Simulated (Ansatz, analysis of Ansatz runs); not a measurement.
## Monovacancy in Pt: vacancy formation, PBE-D3(BJ)

Aim: the vacancy formation of the monovacancy in Pt, to be set beside the measurement. Set-up: PBE-D3(BJ), 64-site cell, PBE-D3(BJ) lattice, 420 eV, k: 3x3x3 Gamma-centred. The model is a cell of 64 host atoms with 1 Pt taken out. The formation energy is the energy of the cell with the vacancy less that of the same number of atoms in the perfect cell.

What was measured. Vacancy formation energy: 1.35 eV (quoted in “Nonuniversal structure of point defects in face-centered cubic metals”, 2021, Pui-Wai Ma and S. L. Dudarev, quoting earlier work (1991)). Vacancy formation energy: 1.32 eV, by positron annihilation (source inferred, footnote marker illegible) (quoted in “Vacancy-formation energies for fcc and bcc transition metals”, 1995, T. Korhonen, M. J. Puska, R. M. Nieminen, quoting earlier work (1987)). The runs below try to reproduce this.

Method: plane-wave PAW DFT, PBE-D3(BJ); relaxation of all atoms of a defect supercell, in Ansatz 0.2.0.

## (1) Starting point

The cell holds 63 atoms: 63 Pt. Its edges and angles: a = 11.111 Å, b = 11.111 Å, c = 11.111 Å, α = 60.0°, β = 60.0°, γ = 60.0°. It derives from Pt (space group Fm-3m). Nearest the centre at fractional (0.500, 0.500, 0.500): Pt27 at 2.78 Å, Pt39 at 2.78 Å, Pt42 at 2.78 Å, Pt28 at 2.78 Å, Pt40 at 2.78 Å, Pt45 at 2.78 Å, Pt31 at 2.78 Å, Pt57 at 2.78 Å.

The host's primitive cell comes from a first run (plane-wave PAW DFT, PBE-D3(BJ); relaxation of the host's cell and atoms): vectors of 2.778, 2.778 and 2.778 Å. That is 15.15 Å³ an atom, 0.5 % over the diffraction cell's volume. The supercell is built on it.

## (2) Relaxation, charge 0

Every later number rests on the structure around the defect, so the atoms are relaxed at the host's lattice first.

File relax/input.yaml:

```yaml
relax:
  f_tol: 0.02
  max_steps: 80
  escape_saddle: false
crystal:
  lattice:
    - [0.0, 7.85635677, 7.85635677]
    - [7.85635677, 0.0, 7.85635677]
    - [7.85635677, 7.85635677, 0.0]
  atoms:
    - { symbol: Pt, position: [0.0, 0.0, 0.0] }
    - { symbol: Pt, position: [0.0, 0.0, 0.25] }
    - { symbol: Pt, position: [0.0, 0.0, 0.5] }
    - { symbol: Pt, position: [0.0, 0.0, 0.75] }
    - { symbol: Pt, position: [0.0, 0.25, 0.0] }
    - { symbol: Pt, position: [0.0, 0.25, 0.25] }
    - { symbol: Pt, position: [0.0, 0.25, 0.5] }
    - { symbol: Pt, position: [0.0, 0.25, 0.75] }
    - { symbol: Pt, position: [0.0, 0.5, 0.0] }
    - { symbol: Pt, position: [0.0, 0.5, 0.25] }
    - { symbol: Pt, position: [0.0, 0.5, 0.5] }
    - { symbol: Pt, position: [0.0, 0.5, 0.75] }
    - { symbol: Pt, position: [0.0, 0.75, 0.0] }
    - { symbol: Pt, position: [0.0, 0.75, 0.25] }
    - { symbol: Pt, position: [0.0, 0.75, 0.5] }
    - { symbol: Pt, position: [0.0, 0.75, 0.75] }
    - { symbol: Pt, position: [0.25, 0.0, 0.0] }
    - { symbol: Pt, position: [0.25, 0.0, 0.25] }
    - { symbol: Pt, position: [0.25, 0.0, 0.5] }
    - { symbol: Pt, position: [0.25, 0.0, 0.75] }
    - { symbol: Pt, position: [0.25, 0.25, 0.0] }
    - { symbol: Pt, position: [0.25, 0.25, 0.25] }
    - { symbol: Pt, position: [0.25, 0.25, 0.5] }
    - { symbol: Pt, position: [0.25, 0.25, 0.75] }
    - { symbol: Pt, position: [0.25, 0.5, 0.0] }
    - { symbol: Pt, position: [0.25, 0.5, 0.25] }
    - { symbol: Pt, position: [0.25, 0.5, 0.5] }
    - { symbol: Pt, position: [0.25, 0.5, 0.75] }
    - { symbol: Pt, position: [0.25, 0.75, 0.0] }
    - { symbol: Pt, position: [0.25, 0.75, 0.25] }
    - { symbol: Pt, position: [0.25, 0.75, 0.5] }
    - { symbol: Pt, position: [0.25, 0.75, 0.75] }
    - { symbol: Pt, position: [0.5, 0.0, 0.0] }
    - { symbol: Pt, position: [0.5, 0.0, 0.25] }
    - { symbol: Pt, position: [0.5, 0.0, 0.5] }
    - { symbol: Pt, position: [0.5, 0.0, 0.75] }
    - { symbol: Pt, position: [0.5, 0.25, 0.0] }
    - { symbol: Pt, position: [0.5, 0.25, 0.25] }
    - { symbol: Pt, position: [0.5, 0.25, 0.5] }
    - { symbol: Pt, position: [0.5, 0.25, 0.75] }
    - { symbol: Pt, position: [0.5, 0.5, 0.0] }
    - { symbol: Pt, position: [0.5, 0.5, 0.25] }
    - { symbol: Pt, position: [0.5, 0.5, 0.75] }
    - { symbol: Pt, position: [0.5, 0.75, 0.0] }
    - { symbol: Pt, position: [0.5, 0.75, 0.25] }
    - { symbol: Pt, position: [0.5, 0.75, 0.5] }
    - { symbol: Pt, position: [0.5, 0.75, 0.75] }
    - { symbol: Pt, position: [0.75, 0.0, 0.0] }
    - { symbol: Pt, position: [0.75, 0.0, 0.25] }
    - { symbol: Pt, position: [0.75, 0.0, 0.5] }
    - { symbol: Pt, position: [0.75, 0.0, 0.75] }
    - { symbol: Pt, position: [0.75, 0.25, 0.0] }
    - { symbol: Pt, position: [0.75, 0.25, 0.25] }
    - { symbol: Pt, position: [0.75, 0.25, 0.5] }
    - { symbol: Pt, position: [0.75, 0.25, 0.75] }
    - { symbol: Pt, position: [0.75, 0.5, 0.0] }
    - { symbol: Pt, position: [0.75, 0.5, 0.25] }
    - { symbol: Pt, position: [0.75, 0.5, 0.5] }
    - { symbol: Pt, position: [0.75, 0.5, 0.75] }
    - { symbol: Pt, position: [0.75, 0.75, 0.0] }
    - { symbol: Pt, position: [0.75, 0.75, 0.25] }
    - { symbol: Pt, position: [0.75, 0.75, 0.5] }
    - { symbol: Pt, position: [0.75, 0.75, 0.75] }
basis:
  ecutwfc: 420
  xc_grid: 2
hamiltonian:
  xc: pbe
  dispersion: d3bj
kpoints:
  mp_grid: { grid: [3, 3, 3] }
scf:
  occupations: { method: methfessel_paxton, width: 0.1 }
  max_iter: 120
output:
  forces: true
checkpoint:
  write: "../relax.run"
  compress: false
  write_wavefunctions: true
  write_every: 100000
```

On the command line:

```sh
$ ansatz run input.yaml --threads 4 --pin off --max-ram 14131MiB --backend cpu --events-out ev --progress --plain --runs-dir out
```

Numbers of over 12 decimals in the logs are rounded to 6 here.

What it wrote:

```text
[... repeated set-up lines and file paths are left out, and long positions are rounded to six places ...]
Engine: ansatz 0.2.0, aarch64-unknown-linux-gnu
Pseudopotentials: kind: paw
Pseudopotential: Pt, paw, valence charge 18, recommended cutoff 420 eV (normal), Pt.paw.azcp
Functional definition: PBE
  parameter kappa = 0.804
  parameter beta = 0.066725
  exchange = pbe_x(kappa = kappa, mu = beta*pi^2/3)
  correlation = pbe_c(beta = beta)
Crystal: 63 atoms, lattice volume = 969.825 Å³
Basis set: ecut = 420 eV, 18907 PW (Γ), exchange–correlation on 150×150×150 points (8 copies of the dense FFT grid, shifted against one another)
Bands: 681, of which v1, the nominal top of the filled ones, is band 567 counted from 1 (566 counted from 0)
Symmetry: 48 space group operations
Space group: Fm-3m (ITA 225), of the structure as read, at distance tolerance 9.9e-5 Å
k-points: 4 of 27
Non-local potential: Pt, projectors of the file, l = 0: 3, l = 1: 2, l = 2: 2, l = 3: 1
PAW form: soft (Blöchl's): semilocal exchange-correlation on the pseudo side does not see the compensation charge
PAW one-centre angular grid: Pt, 590 points (default); XC on 64 Gauss nodes
Initial density: superposition of atomic densities (neutral atoms: chi_scale 0, normalization atom), corrected by the library's trained network
Initial wavefunctions: pseudopotential atomic-orbital guess
Functional: x = pbe(κ = 0.804, μ = 0.219515), c = pbe(β = 0.066725)
SCF iter   1: F=—  HF=-788996.563574 eV  |F-HF|=—  |Δ(HF+E_count)|=         —  Δρ=4.21e-3  dr2=8.49e-2  ethr=1.77e-3  ⟨swp⟩=5.0  Hψ=9087  notcnv=0  defer=195
preconditioner: auto → Kerker (q_TF=auto, 2.800 Å⁻¹)  [metal: Δε(μ)=0.013 eV  Ē_g=8.473 eV  σ=0.100 eV  W_gap=0.11  n_scr=338 (ndim 8)  ℏωp=29.9 eV  f_vac=0.005  D(μ)=139.18/eV (n_scr^D=2108)]
SCF iter   2: F=—  HF=-788996.611357 eV  |F-HF|=—  |Δ(HF+E_count)|=   4.78e-2  S|Δr|=    0.00e0  Δρ=2.20e-3  dr2=2.45e-2  ethr=7.49e-6  ⟨swp⟩=2.5  Hψ=4199  notcnv=0  defer=221
SCF iter   3: F=—  HF=-788996.621519 eV  |F-HF|=—  |Δ(HF+E_count)|=   1.02e-2  S|Δr|=    0.00e0  Δρ=2.50e-4  dr2=9.41e-4  ethr=2.16e-6  ⟨swp⟩=2.0  Hψ=3618  notcnv=0  defer=221
SCF iter   4: F=—  HF=-788996.625208 eV  |F-HF|=—  |Δ(HF+E_count)|=   3.69e-3  S|Δr|=    0.00e0  Δρ=6.07e-5  dr2=1.03e-4  ethr=8.30e-8  ⟨swp⟩=2.0  Hψ=3546  notcnv=0  defer=221
SCF iter   5: F=-788996.625207 eV  HF=-788996.625214 eV  |F-HF|=6.82e-6  |Δ(HF+E_count)|=   5.56e-6  S|Δr|=    0.00e0  Δρ=1.83e-5  dr2=9.55e-6  ethr=8.82e-10  ⟨swp⟩=3.0  Hψ=9219  notcnv=0
SCF 1 converged in 5 iterations: F = -788996.625207 eV  dr2 = 9.55e-6
  greatest PAW one-centre occupation: 1.000 electrons in one spin orbital (limit 2), on the Pt atom at site 60 (counted from 0), in its partial waves of l = 0
relax step   1: F+E_penalty+E_count = -788996.62520715 eV  Δ(F+E_penalty+E_count) = +0.000e0 eV  max|allowed force component| = 5.778e-1 eV/Å  Δτ_max = 0.0000 Å  (5 SCF iters, dr2 threshold 1.00e-5 eV, accepted)
[... the SCF cycles and remarks between the steps are left out from here to the last step ...]
relax step   2: F+E_penalty+E_count = -788996.70425673 eV  Δ(F+E_penalty+E_count) = -7.905e-2 eV  max|allowed force component| = 5.788e-1 eV/Å  Δτ_max = 0.1394 Å  (6 SCF iters, dr2 threshold 2.09e-5 eV, accepted)
relax step   3: F+E_penalty+E_count = -788997.05310567 eV  Δ(F+E_penalty+E_count) = -3.488e-1 eV  max|allowed force component| = 1.962e-2 eV/Å  Δτ_max = 0.0590 Å  (6 SCF iters, dr2 threshold 2.09e-5 eV, accepted)
iter 1 solved again at ethr=3.01e-10 eV; its pass at ethr=3.10e-3 eV (dr2=3.41e-6 eV) is discarded
SCF iter   1: F=—  HF=-788997.053102 eV  |F-HF|=—  |Δ(HF+E_count)|=         —  Δρ=9.28e-6  dr2=3.40e-6  ethr=3.01e-10  ⟨swp⟩=1.0  Hψ=7555  notcnv=0  defer=124
SCF iter   2: F=—  HF=-788997.053108 eV  |F-HF|=—  |Δ(HF+E_count)|=   5.57e-6  S|Δr|=    0.00e0  Δρ=6.73e-6  dr2=2.28e-6  ethr=3.00e-10  ⟨swp⟩=1.0  Hψ=2380  notcnv=0  defer=124
SCF iter   3: F=—  HF=-788997.053108 eV  |F-HF|=—  |Δ(HF+E_count)|=   8.31e-8  S|Δr|=    0.00e0  Δρ=2.42e-6  dr2=1.50e-7  ethr=2.01e-10  ⟨swp⟩=2.0  Hψ=3507  notcnv=0  defer=124
SCF iter   4: F=-788997.053108 eV  HF=-788997.053108 eV  |F-HF|=2.56e-9  |Δ(HF+E_count)|=   2.56e-8  S|Δr|=    0.00e0  Δρ=8.53e-7  dr2=1.06e-8  ethr=8.82e-12  ⟨swp⟩=3.2  Hψ=6237  notcnv=0
SCF 4 converged in 4 iterations: F = -788997.053108 eV  dr2 = 1.06e-8
relax step   4: F+E_penalty+E_count = -788997.05310769 eV  Δ(F+E_penalty+E_count) = -2.020e-6 eV  max|allowed force component| = 1.963e-2 eV/Å  Δτ_max = 0.0000 Å  (4 SCF iters, accepted)
NSCF: frozen V_eff on 4 k-points
the band table was solved once a step of the walk had ended and its energy, with any forces and stress, was formed, with the checks that follow a solve (7835 applications of the Hamiltonian). They found nothing against the state; [...]
SCF converged after 4 iterations
Stability not checked: this state was not tested for a lower state beside it, because cold or Methfessel-Paxton smearing, or corrected tetrahedra, fill the levels in a way that the test cannot read (fill_not_monotonic; see scf.lower_state_search)
Free energy (F): -788997.053108 eV
Harris-Foulkes:  -788997.053108 eV  (|F-HF|=2.56e-9)
Internal energy: -788996.991945 eV  (E = F + TS)
E sigma→0 (E₀):  -788997.037817 eV
Entropy (-TS):   -0.061163 eV (-0.971 meV/atom)
Fermi energy:    22.811263 eV
--- Per-component energies (eV) ---
  E_band       = -8710.418297
  E_kinetic    = 40193.466990
  E_local      = -95110.626336  (includes V_loc(G=0)·N_el)
  E_nonlocal   = 12588.434768
  E_hartree    = 35442.885439
  E_xc         = -16504.118810
  E_vxc        = -19095.390358  (∫ρ·V_xc dr)
  E_paw        = -595601.509342  (= ΣΔE_a)
  E_vpaw       = -18172.092516  (= ΣTr[D̂ρ^β])
  E_aug_tail   = 0.013158  (compensation charges beyond the density's cutoff)
  E_ewald      = -169957.455223
  E_disp       = -48.082589  (pairwise vdW)
  E_smearing   = -0.061163  (= −TS)
  E_closure    = -0.000000  (closes the sum)
  Σ components = -788997.053108   (vs F -788997.053108, Δ=0.00e0)
--- Forces (eV/Å), atoms counted from 1 ---
  atom   1  Pt     0.00000000    -0.00000000     0.00000000
  atom   2  Pt     0.00568464     0.00568464     0.00000000
  [... 24 atoms left out ...]
  atom  27  Pt     0.00000000    -0.01963079    -0.01963079
  atom  28  Pt     0.01963079    -0.00000000    -0.01963079
  [... 2 atoms left out ...]
  atom  31  Pt     0.01963079    -0.01963079     0.00000000
  [... 8 atoms left out ...]
  atom  40  Pt    -0.00000000     0.01963079    -0.01963079
  [... 1 atom left out ...]
  atom  42  Pt    -0.01963079    -0.01963079    -0.00000000
  atom  43  Pt     0.01963079     0.01963079     0.00000000
  [... 1 atom left out ...]
  atom  45  Pt     0.00000000    -0.01963079     0.01963079
  [... 8 atoms left out ...]
  atom  54  Pt    -0.01963079     0.01963079    -0.00000000
  [... 2 atoms left out ...]
  atom  57  Pt    -0.01963079    -0.00000000     0.01963079
  atom  58  Pt     0.00000000     0.01963079     0.01963079
  [... 5 atoms left out ...]
  max |Σ_I F_I| component: 1.42e-17 eV/Å
--- Band table (eV) ---
  k-point 0: bands = ["-75.6970", "-75.6897", "-75.6889", "-75.6889", [... 673 left out ...] "33.5387", "33.5387", "33.5743", "33.5743"]
  k-point 1: bands = ["-75.6969", "-75.6898", "-75.6889", "-75.6887", [... 673 left out ...] "32.9594", "32.9594", "33.0515", "33.1831"]
  [... further k-points left out ...]
--- Relaxed structure (4 steps of the walk, 4 accepted, 0 SCFs on fresh bases) ---
  F+E_penalty+E_count = -788997.05310769 eV   max|allowed force component| = 1.963e-2 eV/Å
  atoms:
    - { symbol: Pt, position: [4.608867915421459e-19, 0, -3.8903751985686837e-19] }
    - { symbol: Pt, position: [2.751301379167943e-19, 2.751301379167943e-19, 0.250452] }
    [... 24 atoms left out ...]
    - { symbol: Pt, position: [0.257231, 0.5, 0.500000] }
    - { symbol: Pt, position: [0.257231, 0.5, 0.742769] }
    [... 2 atoms left out ...]
    - { symbol: Pt, position: [0.257231, 0.742769, 0.5] }
    [... 8 atoms left out ...]
    - { symbol: Pt, position: [0.5, 0.257231, 0.742769] }
    [... 1 atom left out ...]
    - { symbol: Pt, position: [0.5, 0.5, 0.257231] }
    - { symbol: Pt, position: [0.5, 0.5, 0.742769] }
    [... 1 atom left out ...]
    - { symbol: Pt, position: [0.5, 0.742769, 0.257231] }
    [... 8 atoms left out ...]
    - { symbol: Pt, position: [0.742769, 0.257231, 0.5] }
    [... 2 atoms left out ...]
    - { symbol: Pt, position: [0.742769, 0.5, 0.257231] }
    - { symbol: Pt, position: [0.742769, 0.5, 0.5] }
    [... 5 atoms left out ...]
```

The job ended after 4.6 min (4 threads of Arm Neoverse V1, shared host; peak memory 11 GiB).

Step by step:

```
step  energy less that of the first step (eV)  largest force component (eV/Å)
   1                                   0.0000                          0.5778
   2                                  -0.0791                          0.5788
   3                                  -0.4279                          0.0196
   4                                  -0.4279                          0.0196
```

The run keeps the 48 symmetry operations that it works with, so distortions that break them were not tested.

The atoms that moved most (Å):

```
atom      dx      dy      dz  length
Pt31  -0.057   0.057   0.000   0.080
Pt28  -0.057   0.000   0.057   0.080
Pt27   0.000   0.057   0.057   0.080
Pt40   0.000  -0.057   0.057   0.080
Pt54   0.057  -0.057   0.000   0.080
Pt43  -0.057  -0.057   0.000   0.080
Pt39   0.057   0.000   0.057   0.080
Pt45   0.000   0.057  -0.057   0.080
```

Neighbours of the ideal centre at the end:

```
atom  distance (Å)
Pt31         2.697
Pt28         2.697
Pt27         2.697
Pt40         2.697
Pt54         2.697
Pt43         2.697
Pt39         2.697
Pt45         2.697
Pt42         2.697
Pt57         2.697
Pt46         2.697
Pt58         2.697
```

Numbers from this step:

- free energy: -788997.0531 eV
- smearing term TS: 0.06116 eV

The relaxation ends 6.8 meV an atom lower, with a largest force component of 0.020 eV/Å.

## (3) Defect-free supercell

The perfect cell is run with the same cutoff and k-points as the defect cell, so that sampling errors largely cancel in the difference.

This step: plane-wave PAW DFT, PBE-D3(BJ); single point of the defect-free supercell.

System of this step: The cell holds 64 atoms: 64 Pt. Its edges and angles: a = 11.111 Å, b = 11.111 Å, c = 11.111 Å, α = 60.0°, β = 60.0°, γ = 60.0°.

File host/input.yaml:

```yaml
crystal:
  lattice:
    - [0.0, 7.8563567737, 7.8563567737]
    - [7.8563567737, 0.0, 7.8563567737]
    - [7.8563567737, 7.8563567737, 0.0]
  atoms:
    - { symbol: Pt, position: [0.0, 0.0, 0.0] }
    - { symbol: Pt, position: [0.0, 0.0, 0.25] }
    - { symbol: Pt, position: [0.0, 0.0, 0.5] }
    - { symbol: Pt, position: [0.0, 0.0, 0.75] }
    - { symbol: Pt, position: [0.0, 0.25, 0.0] }
    - { symbol: Pt, position: [0.0, 0.25, 0.25] }
    - { symbol: Pt, position: [0.0, 0.25, 0.5] }
    - { symbol: Pt, position: [0.0, 0.25, 0.75] }
[... 50 atom lines left out ...]
    - { symbol: Pt, position: [0.75, 0.5, 0.5] }
    - { symbol: Pt, position: [0.75, 0.5, 0.75] }
    - { symbol: Pt, position: [0.75, 0.75, 0.0] }
    - { symbol: Pt, position: [0.75, 0.75, 0.25] }
    - { symbol: Pt, position: [0.75, 0.75, 0.5] }
    - { symbol: Pt, position: [0.75, 0.75, 0.75] }
basis:
  ecutwfc: 420
  xc_grid: 2
hamiltonian:
  xc: pbe
  dispersion: d3bj
kpoints:
  mp_grid: { grid: [3, 3, 3] }
scf:
  occupations: { method: methfessel_paxton, width: 0.1 }
  max_iter: 120
output:
  forces: true
```

What it wrote:

```text
[...]
Crystal: 64 atoms, lattice volume = 969.825 Å³
Basis set: ecut = 420 eV, 18907 PW (Γ), exchange–correlation on 150×150×150 points (8 copies of the dense FFT grid, shifted against one another)
Bands: 692, of which v1, the nominal top of the filled ones, is band 576 counted from 1 (575 counted from 0)
Symmetry: 3072 space group operations
[...]
k-points: 4 of 27
[...]
SCF iter   1: F=—  HF=-801521.837138 eV  |F-HF|=—  |Δ(HF+E_count)|=         —  Δρ=3.09e-3  dr2=1.61e-2  ethr=1.77e-3  ⟨swp⟩=5.5  Hψ=9306  notcnv=0  defer=162
[...]
SCF iter   5: F=-801521.888851 eV  HF=-801521.888851 eV  |F-HF|=2.61e-8  |Δ(HF+E_count)|=   7.02e-7  S|Δr|=    0.00e0  Δρ=7.91e-6  dr2=2.61e-7  ethr=8.42e-11  ⟨swp⟩=3.0  Hψ=7103  notcnv=0
SCF 1 converged in 5 iterations: F = -801521.888851 eV  dr2 = 2.61e-7
[...]
SCF converged after 5 iterations
[...]
Free energy (F): -801521.888851 eV
[...]
Internal energy: -801521.746666 eV  (E = F + TS)
E sigma→0 (E₀):  -801521.853304 eV
Entropy (-TS):   -0.142185 eV (-2.222 meV/atom)
Fermi energy:    23.279456 eV
[...]
```

The job ended after 59 s (4 threads; peak memory 8.7 GiB).

In the SCF lines HF is the Harris–Foulkes energy and dr2 the Hartree energy of the density residual, in eV; the loop may stop once dr2 is under the threshold and the program's other checks hold. Hψ counts applications of the Hamiltonian.

Numbers from this step:

```
free energy      : -801521.8889 eV
smearing term TS : 0.1422 eV
```

## (4) Outcome

```json
{
  "energy gained by relaxing the atoms": "0.43 eV",
  "vacancy formation energy at fixed volume, 0 K": "1.04 eV",
  "time of the whole chain": "5.6 min on 4 threads"
}
```

**Reading.** Vacancy formation energy: computed 1.04 eV, measured 1.35 eV and 1.32 eV; 0.28 eV below the nearest measurement. The calculation is for 0 K; measured enthalpies come from near the melting point and hold vibrational and anharmonic parts. Semilocal functionals misjudge the energy of a vacancy's internal surface; LDA and PBEsol usually give larger values than PBE.

[Logs are printed without paths, hosts, clocks, repeated set-up lines and the standing remarks that a program may print on its own settings, such as how far it seeks lower states.]

[Hosts, paths, dates, database ids (printed as entryN), source tags and the programs' standing remarks are cut or masked in the printed files.]

[For some hosts the program warned that the k-mesh of the response run may be too coarse for force constants and the static dielectric constant; such warnings are not shown here.]
